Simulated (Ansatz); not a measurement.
# CsBiSe3 (model cell, started as cubic perovskite with Bi in the octahedra): following an unstable mode

Aim: this structure of CsBiSe3 (model cell, started as cubic perovskite with Bi in the octahedra) is to be tested for unstable modes, and one is followed downhill.

Calculated with Ansatz 0.2.0; DFT PBE, scalar-relativistic, plane waves, PAW; PAW set soft_1.

Report form: the programs' logs are mostly left out.

The structure was built from a prototype and need not be the compound's stable phase.

### 1. The structure

Symmetry: Pm-3m, No. 221, cubic system. The conventional cell has a = 5.646 Å, b = 5.646 Å, c = 5.646 Å, α = 90.00°, β = 90.00°, γ = 90.00°. Cs has 12 Se at 3.99 Å nearest. Bi has 6 Se at 2.82 Å nearest. Se has 2 Bi at 2.82 Å and 4 Cs at 3.99 Å nearest. Farther neighbours and most contacts between anions are not listed.

As a file:

```cif
data_structure
_symmetry_space_group_name_H-M 'Pm-3m'
_symmetry_Int_Tables_number 221
_cell_length_a 5.6458
_cell_length_b 5.6458
_cell_length_c 5.6458
_cell_angle_alpha 90.000
_cell_angle_beta 90.000
_cell_angle_gamma 90.000
_cell_volume 179.96
loop_
_atom_site_label
_atom_site_type_symbol
_atom_site_symmetry_multiplicity
_atom_site_Wyckoff_symbol
_atom_site_fract_x
_atom_site_fract_y
_atom_site_fract_z
_atom_site_occupancy
Cs1 Cs 1 a 0.00000 0.00000 0.00000 1
Bi1 Bi 1 b 0.50000 0.50000 0.50000 1
Se1 Se 3 c 0.50000 0.50000 0.00000 1
```

### 2. Response at finite wavevector

The cell comes from relaxations at this level that are not shown. Stability and thermal properties need the whole zone. Linear response on a 2×2×2 q mesh gives force constants as far as a supercell of that size would.

File input.yaml:

```yaml
crystal:
  lattice:
    - [5.6457865512, 0.0, 0.0]
    - [0.0, 5.6457865512, 0.0]
    - [0.0, 0.0, 5.6457865512]
  atoms:
    - { symbol: Cs, position: [0.0, 0.0, 0.0] }
    - { symbol: Bi, position: [0.5, 0.5, 0.5] }
    - { symbol: Se, position: [0.5, 0.5, 0.0] }
    - { symbol: Se, position: [0.5, 0.0, 0.5] }
    - { symbol: Se, position: [0.0, 0.5, 0.5] }
kpoints:
  mp_grid: { grid: [6, 6, 6] }
hamiltonian:
  xc: pbe
  pseudopotentials: { kind: paw, azcp: { folder: soft_1 } }
scf:
  occupations: { method: methfessel_paxton, width: 0.2 }
output:
  eigenvalues: true
phonons:
  method: dfpt
  qmesh: [2, 2, 2]
  temperatures: { t_max: 1000, t_step: 50 }
  qpath:
    path:
      - [[0.0, 0.0, 0.0], [0.0, 0.5, 0.0], [0.5, 0.5, 0.0], [0.0, 0.0, 0.0], [0.5, 0.5, 0.5], [0.0, 0.5, 0.0]]
      - [[0.5, 0.5, 0.5], [0.5, 0.5, 0.0]]
    npoints: 10
```

Launch:

```console
> ansatz run input.yaml --threads 4 --pin off --max-ram 16384MiB --backend cpu --events-out ev --progress --plain --runs-dir out
```

Run time: 6.1 min. Hardware: 4 threads of Arm Neoverse V1, shared host; peak memory 1.7 GiB; 24 min of CPU time.

Numbers from this step:

* volume per atom: 35.99 Å³
* gap on the k-mesh: 0 eV
* sum-rule residual before enforcement: 4.27e-5 eV/Å²
* lowest frequency on the path: -58.64 cm⁻¹
* point group: m-3m
* highest frequency on the path or at a solved wavevector: 145.9 cm⁻¹
* highest optical mode at the zone centre (no LO-TO term): 70.11 cm⁻¹
* lowest optical zone-centre mode: -47.96 cm⁻¹
* lowest mode on the q mesh (acoustic modes at Γ apart): -58.64 cm⁻¹

Frequencies (cm⁻¹) solved at each irreducible wavevector; negative means imaginary. Frequencies by wavevector, by row:

```
q in reciprocal lattice units  star  mode 1  mode 2  mode 3  mode 4  mode 13  mode 14  mode 15
                        0 0 0     1     -48     -48     -48    -5.5     70.1     70.1     70.1
                     0 0 -0.5     3   -55.9   -53.1   -42.4   -42.4     74.8     88.2    141.6
                  0 -0.5 -0.5     3   -58.6   -58.6   -38.9   -38.9       87    132.7    145.7
               -0.5 -0.5 -0.5     1   -48.8   -48.8   -48.8      21    135.1    135.1    145.9
```

Interpolated from a 2×2×2 q mesh. The phonon branches at the labelled points (cm⁻¹):

```
    point  branch 1  branch 2  branch 3  branch 4  branch 12  branch 13  branch 14  branch 15
        Γ       -48       -48       -48        -6         50         70         70         70
  halfway       -50       -46       -46       -38         66         72         72        111
        X       -56       -53       -42       -42         75         75         88        142
  halfway       -57       -47       -46       -41         72         88        110        141
        M       -59       -59       -39       -39         87         87        133        146
  halfway       -49       -48       -45       -41         66         72        107        115
        Γ       -48       -48       -48        -6         50         70         70         70
  halfway       -48       -48       -48       -34         64        107        107        117
        R       -49       -49       -49        21         86        135        135        146
  halfway       -50       -50       -50       -33         87        108        111        141
        X       -56       -53       -42       -42         75         75         88        142
jump to R       -49       -49       -49        21         86        135        135        146
  halfway       -53       -53       -43       -25         86        109        134        144
        M       -59       -59       -39       -39         87         87        133        146
```

Symmetry leaves 4 wavevectors to solve. The lowest mode among them, the acoustic zeros apart, lies at q = (0, -0.5, -0.5) and is imaginary, 58.6i cm⁻¹, so the energy falls along it.

### 3. The mode frozen in, largest atomic shift 0 Å

The mode followed lies at q = (0, 0, -0.5) with frequency 55.9i cm⁻¹, one of the unstable modes though not the softest. At small amplitude the distorted cell has space group no. 123 by a symmetry search on the positions. The undistorted cell that holds it gives the zero of energy on the same k mesh.

System of this step: CsBiSe3 (model cell, started as cubic perovskite with Bi in the octahedra). It takes space group Pm-3m (No. 221, cubic). The conventional cell has a = 5.646 Å, b = 5.646 Å, c = 5.646 Å, α = 90.00°, β = 90.00°, γ = 90.00°. Nearest to Cs lie 12 Se at 3.99 Å. Nearest to Bi lie 6 Se at 2.82 Å. Se has 2 Bi at 2.82 Å and 4 Cs at 3.99 Å nearest. Nearest to Se lie 2 Bi at 2.82 Å and 4 Cs at 3.99 Å. Farther neighbours and most contacts between anions are not listed.

File input.yaml:

```yaml
crystal:
  lattice:
    - [5.6457865512, 0.0, 0.0]
    - [0.0, 5.6457865512, 0.0]
    - [0.0, 0.0, 11.2915731025]
  atoms:
    - { symbol: Cs, position: [0.0, 0.0, 0.0] }
    - { symbol: Cs, position: [0.0, 0.0, 0.5] }
    - { symbol: Bi, position: [0.5, 0.5, 0.25] }
    - { symbol: Bi, position: [0.5, 0.5, 0.75] }
    - { symbol: Se, position: [0.5, 0.5, 0.0] }
    - { symbol: Se, position: [0.5, 0.5, 0.5] }
    - { symbol: Se, position: [0.5, 0.0, 0.25] }
    - { symbol: Se, position: [0.5, 0.0, 0.75] }
    - { symbol: Se, position: [0.0, 0.5, 0.25] }
    - { symbol: Se, position: [0.0, 0.5, 0.75] }
kpoints:
  mp_grid: { grid: [6, 6, 4] }
hamiltonian:
  xc: pbe
  pseudopotentials: { kind: paw, azcp: { folder: soft_1 } }
scf:
  occupations: { method: methfessel_paxton, width: 0.2 }
output:
  forces: true
  stress: true
  eigenvalues: true
```

Elapsed: 15 s, on 4 threads; peak memory 1.3 GiB; 58 s of CPU time.

Numbers from this step:

- pressure: 0.04680 GPa
- energy from the undistorted cell: 0 meV/atom

The run ends at a pressure of 0.05 GPa.

### 4. The mode frozen in, largest atomic shift 0.32 Å

The atoms are moved along the unstable eigenvector, the largest shift by 0.32 Å, with the cell fixed.

input.yaml, the sections that differ from step 3:

```yaml
crystal:
  lattice:
    - [5.6457865512, 0.0, 0.0]
    - [0.0, 5.6457865512, 0.0]
    - [0.0, 0.0, 11.2915731025]
  atoms:
    - { symbol: Cs, position: [0.0, 0.0, 0.0] }
    - { symbol: Cs, position: [0.0, 0.0, 0.5] }
    - { symbol: Bi, position: [0.5, 0.5, 0.2399005095] }
    - { symbol: Bi, position: [0.5, 0.5, 0.7600994905] }
    - { symbol: Se, position: [0.5, 0.5, 0.0] }
    - { symbol: Se, position: [0.5, 0.5, 0.5] }
    - { symbol: Se, position: [0.5, 0.0, 0.2783397182] }
    - { symbol: Se, position: [0.5, 0.0, 0.7216602818] }
    - { symbol: Se, position: [0.0, 0.5, 0.2783397182] }
    - { symbol: Se, position: [0.0, 0.5, 0.7216602818] }
# kpoints, hamiltonian, scf, output: as in step 3
```

Elapsed: 16 s, on 4 threads; peak memory 1.3 GiB.

Numbers from this step:

| Quantity | Value |
| --- | --- |
| pressure | -0.1258 GPa |
| energy from the undistorted cell | -14.88 meV/atom |

The energy, extrapolated to zero smearing, is -14.88 meV/atom against the undistorted cell.

The run ends at a pressure of -0.13 GPa, with forces up to 0.13 eV/Å.

### 5. Energy along the mode, all amplitudes (two of the runs are shown above)

An imaginary frequency means negative curvature, so the energy should fall and then rise again as anharmonic terms take over.

Numbers from this step:

* depth at the lowest point sampled: 14.88 meV/atom
* largest atomic shift at that point: 0.32 Å

The energy from the parent by largest atomic shift:

```
largest atomic shift (Å)  energy from the parent (meV/atom)
                   0.000                                  0
                   0.040                              -0.31
                   0.080                              -1.26
                   0.140                              -3.88
                   0.220                              -8.95
                   0.320                              -14.9
                   0.450                              -14.1
                   0.600                               8.43
```

Displacement at unit largest shift by atom:

```
atom  x (Å)  y (Å)  z (Å)  size
 Cs1   0.00   0.00   0.00  0.00
 Cs2   0.00   0.00   0.00  0.00
 Bi3   0.00   0.00  -0.36  0.36
 Bi4   0.00   0.00   0.36  0.36
 Se5   0.00   0.00   0.00  0.00
 Se6   0.00   0.00   0.00  0.00
 Se7   0.00   0.00   1.00  1.00
 Se8   0.00   0.00  -1.00  1.00
 Se9   0.00   0.00   1.00  1.00
Se10   0.00   0.00  -1.00  1.00
```

The lowest of the steps tried is at 0.32 Å, 14.9 meV/atom below the parent; the bottom of the well need not coincide with a step.

### 6. Relaxing from the distorted cell

Starting from the lowest point found, all atoms and the cell are let go, so that strain and other modes of the same symmetry can join in.

input.yaml: that of step 4 with these lines changed.

```diff
@@ -27 +27,6 @@
   eigenvalues: true
+relax:
+  adjacent_minimum: "off"
+  f_tol: 0.002
+  max_steps: 120
+  cell: { stress_tol: 0.03 }
```

The job ended after 1.7 min (4 threads; peak memory 1.4 GiB).

Step by step:

```
step  energy less that of the first step (eV)  largest force component (eV/Å)  pressure (GPa)  volume (Å³)
   1                                   0.0000                          0.1274           -0.13       359.92
   2                                  -0.0510                          0.1810           -0.09       358.14
   3                                  -0.0852                          0.0709            0.13       353.77
   4                                  -0.0895                          0.0255            0.00       355.41
   5                                  -0.0897                          0.0015            0.00       355.40
  6*                                  -0.0896                          0.0015            0.00       355.40
```

Relaxation steps marked * repeat the geometry before them on a plane-wave basis chosen anew for their cell, so energy and pressure can jump there.

The run keeps the 16 symmetry operations that it works with, so distortions that break them were not tested.

```
conventional cell, symmetrised  before   after  change
                         a (Å)   5.646   5.545  -1.8 %
                         b (Å)   5.646   5.545  -1.8 %
                         c (Å)  11.292  11.558  +2.4 %
              volume (Å³/atom)   35.99   35.54  -1.3 %
```

The atoms that moved most (Å, as changes of fractional coordinates times the final cell):

```
atom     dx     dy      dz  length
 Se8  0.000  0.000  -0.180   0.180
Se10  0.000  0.000  -0.180   0.180
 Se9  0.000  0.000   0.180   0.180
 Se7  0.000  0.000   0.180   0.180
 Bi3  0.000  0.000  -0.015   0.015
 Bi4  0.000  0.000   0.015   0.015
```

Numbers from this step:

```
pressure        : -0.002701 GPa
volume per atom : 35.54 Å³
```

The distorted start has space group P4/mmm; the relaxation ends in P4/mmm.

### 7. The new phase in its own primitive cell

The relaxed structure is symmetrised, reduced to its primitive cell and relaxed tightly, as its phonons need.

input.yaml, the sections that differ from step 6:

```yaml
crystal:
  lattice:
    - [5.5450791539, 0.0, 0.0]
    - [0.0, 5.5450791539, 0.0]
    - [0.0, 0.0, 11.5584453469]
  atoms:
    - { symbol: Cs, position: [0.0, 0.0, 0.0] }
    - { symbol: Cs, position: [0.0, 0.0, 0.5] }
    - { symbol: Bi, position: [0.5, 0.5, 0.2386107152] }
    - { symbol: Bi, position: [0.5, 0.5, 0.7613892848] }
    - { symbol: Se, position: [0.5, 0.5, 0.0] }
    - { symbol: Se, position: [0.5, 0.5, 0.5] }
    - { symbol: Se, position: [0.5, 0.0, 0.2939135809] }
    - { symbol: Se, position: [0.5, 0.0, 0.7060864191] }
    - { symbol: Se, position: [0.0, 0.5, 0.2939135809] }
    - { symbol: Se, position: [0.0, 0.5, 0.7060864191] }
relax:
  adjacent_minimum: "off"
  f_tol: 0.001
  max_steps: 60
  cell: { stress_tol: 0.01 }
# kpoints, hamiltonian, scf, output: as in step 6
```

It took 51 s on 4 threads; peak memory 1.4 GiB; 3.3 min of CPU time.

Little changed from the start: no atom moved by 0.005 Å and no cell edge by 0.1 %.

This step gave:

```
pressure : -4.66e-4 GPa
```

The largest force component left is 0.20 meV/Å and the pressure is 0.000 GPa, within the tolerances set. The cell now holds 35.54 Å³/atom.

### 8. Modes of the new phase, k-mesh 6×6×4

A relaxed structure may still be a saddle point, so its zone-centre modes are computed. No field response is asked, since the mesh shows no gap.

input.yaml, the sections that differ from step 7:

```yaml
crystal:
  lattice:
    - [5.5447941738, 0.0, 0.0]
    - [0.0, 5.5447941738, 0.0]
    - [0.0, 0.0, 11.5588673706]
  atoms:
    - { symbol: Cs, position: [0.0, 0.0, 0.0] }
    - { symbol: Cs, position: [0.0, 0.0, 0.5] }
    - { symbol: Bi, position: [0.5, 0.5, 0.2386183004] }
    - { symbol: Bi, position: [0.5, 0.5, 0.7613816996] }
    - { symbol: Se, position: [0.5, 0.5, 0.0] }
    - { symbol: Se, position: [0.5, 0.5, 0.5] }
    - { symbol: Se, position: [0.5, 0.0, 0.2938980983] }
    - { symbol: Se, position: [0.5, 0.0, 0.7061019017] }
    - { symbol: Se, position: [0.0, 0.5, 0.2938980983] }
    - { symbol: Se, position: [0.0, 0.5, 0.7061019017] }
output:
  eigenvalues: true
phonons:
  method: dfpt
# kpoints, hamiltonian, scf: as in step 7
# relax: removed
```

Elapsed: 15 min, on 4 threads; peak memory 4.8 GiB; 58 min of CPU time.

This step gave:

| Quantity | Value |
| --- | --- |
| sum-rule residual before enforcement | 1.81e-4 eV/Å² |
| point group | 4/mmm |
| highest optical mode at the zone centre (no LO-TO term) | 160.4 cm⁻¹ |
| lowest optical zone-centre mode | -63.71 cm⁻¹ |

Patterns of degenerate modes are one choice out of their space. Modes at Γ, with each element's share of the kinetic energy (negative means imaginary):

```
mode  frequency (cm⁻¹)  symmetry  Cs %  Bi %  Se %
   1             -63.7       A2u     2     8    91
   2             -42.3        Eu    12    23    65
   3             -42.3        Eu    12    23    65
   4             -29.4        Eg     0    60    40
   5             -29.4        Eg     0    60    40
   6             -19.8        Eu    12    21    67
   7             -19.8        Eu    12    21    67
   8               0.0  acoustic    23    36    41
   9               0.0  acoustic    23    36    41
  10               0.0  acoustic    23    36    41
  11              10.0       A2u    85     0    15
  12              26.8        Eu    22     0    78
  13              26.8        Eu    22     0    78
  14              34.4        Eg     0     3    97
  15              34.4        Eg     0     3    97
  16              42.3       A2u    28    49    23
  17              43.6        Eu    58     1    40
  18              43.6        Eu    58     1    40
  19              47.8       B2u     0     0   100
  20              62.4       B1g     0     0   100
  21              68.1       A1g     0     9    91
  22              76.0        Eu    72     0    28
  23              76.0        Eu    72     0    28
  24              80.4        Eg     0    38    62
  25              80.4        Eg     0    38    62
  26              83.9       A2u    63     2    36
  27              96.7        Eu     1    18    81
  28              96.7        Eu     1    18    81
  29             105.1       A1g     0    91     9
  30             160.4       A2u     0     5    95
```

Displacements in mode 1 (-63.7 cm⁻¹), the largest set to 1:
```
Cs1  0.00  0.00  0.09
Cs2  0.00  0.00 -0.06
Bi3  0.00  0.00 -0.13
Bi4  0.00  0.00 -0.13
Se5  0.00  0.00  0.19
Se6  0.00  0.00  1.00
Se7  0.00  0.00 -0.13
Se8  0.00  0.00 -0.13
Se9  0.00  0.00 -0.13
Se10 0.00  0.00 -0.13
```

Displacements in mode 15 (34.4 cm⁻¹), the largest set to 1:
```
Cs1  0.00  0.00  0.00
Cs2  0.00  0.00  0.00
Bi3  0.01  0.10  0.00
Bi4 -0.01 -0.10  0.00
Se5  0.00  0.00  0.00
Se6  0.00  0.00  0.00
Se7 -0.07 -0.32  0.00
Se8  0.07  0.32  0.00
Se9 -0.02 -1.00  0.00
Se10 0.02  1.00  0.00
```

Before it was imposed, the acoustic sum rule was missed by 1.8e-4 eV/Å². Small misses are needed for a sound result but don't prove that mesh and cutoff are converged. The lowest optical mode is imaginary, 63.7i cm⁻¹, so the energy falls along it.

### 9. The phases reached

The phases reached along the modes that were followed are set side by side.

Energies are those of the first relaxation, on the mesh of the frozen mode; space group, volume and gap are those of the last relaxation. Phases, by row:

```
               mode frozen in  space group  energy from parent (meV/atom)  volume (Å³/atom)  gap on mesh (eV)  lowest zone-centre optical mode (cm⁻¹)  largest shift (Å)
                       parent        Pm-3m                              0             35.99                 0                                       –                  –
q = (0, -0.5, -0.5), 59i cm⁻¹         Pmma                         -102.8             33.41                 0                                  -103.5               1.52
q = (0, -0.5, -0.5), 59i cm⁻¹         Cmmm                         -77.23             33.78                 0                                  -133.2               1.45
q = (0, -0.5, -0.5), 59i cm⁻¹         Pmma                         -102.7              33.4                 0                                  -103.5               1.52
   q = (0, 0, -0.5), 56i cm⁻¹       P4/mmm                          -23.3             35.54                 0                                   -63.7              0.508
```

### 10. Outcome

| Item | Value |
| --- | --- |
| unstable mode of the parent | q = (0, 0, -0.5), 56i cm⁻¹ |
| depth at the lowest point sampled | 14.9 meV/atom |
| largest atomic shift at that point | 0.32 Å |
| space group reached (within 0.01 Å) | P4/mmm |
| energy gained over the parent (first relaxation, on the mesh of the frozen mode) | 23.3 meV/atom |
| volume per atom, phase reached | 35.5 Å³ |
| lowest optical zone-centre mode, phase reached | -63.7 cm⁻¹ |
| highest optical mode at the zone centre (no LO-TO term), phase reached | 160 cm⁻¹ |

What this shows: Along this mode the structure falls into P4/mmm, 23.3 meV/atom below the parent. At the parent's cell the well is 14.88 meV/atom deep on the steps tried, with its lowest point at a shift of 0.32 Å. Relaxing atoms and cell changes the gain by +8.42 meV/atom against the lowest step (energies at zero smearing). The new phase still has an imaginary mode at the zone centre of its cell, so it is a saddle point on the way to a lower structure. Of the 4 patterns followed to their end from this parent, this one ends 79.5 meV/atom above the lowest, Pmma. Each path keeps the symmetry of its pattern, so a lower phase may lie along a pattern not tried. With no gap, or one that is small against the smearing, the frequencies hang on the k mesh and the smearing, most of all near Kohn anomalies. Spin-orbit coupling is left out, which can matter for the heavy elements here. The starting cell was built on a prototype and not taken from a measurement, so the phase need not exist.

[Logs are printed without paths, hosts, clocks, repeated set-up lines and the standing remarks that a program may print on its own settings, such as how far it seeks lower states.]

[Hosts, paths, dates, database ids (printed as entryN), source tags and the programs' standing remarks are cut or masked in the printed files.]
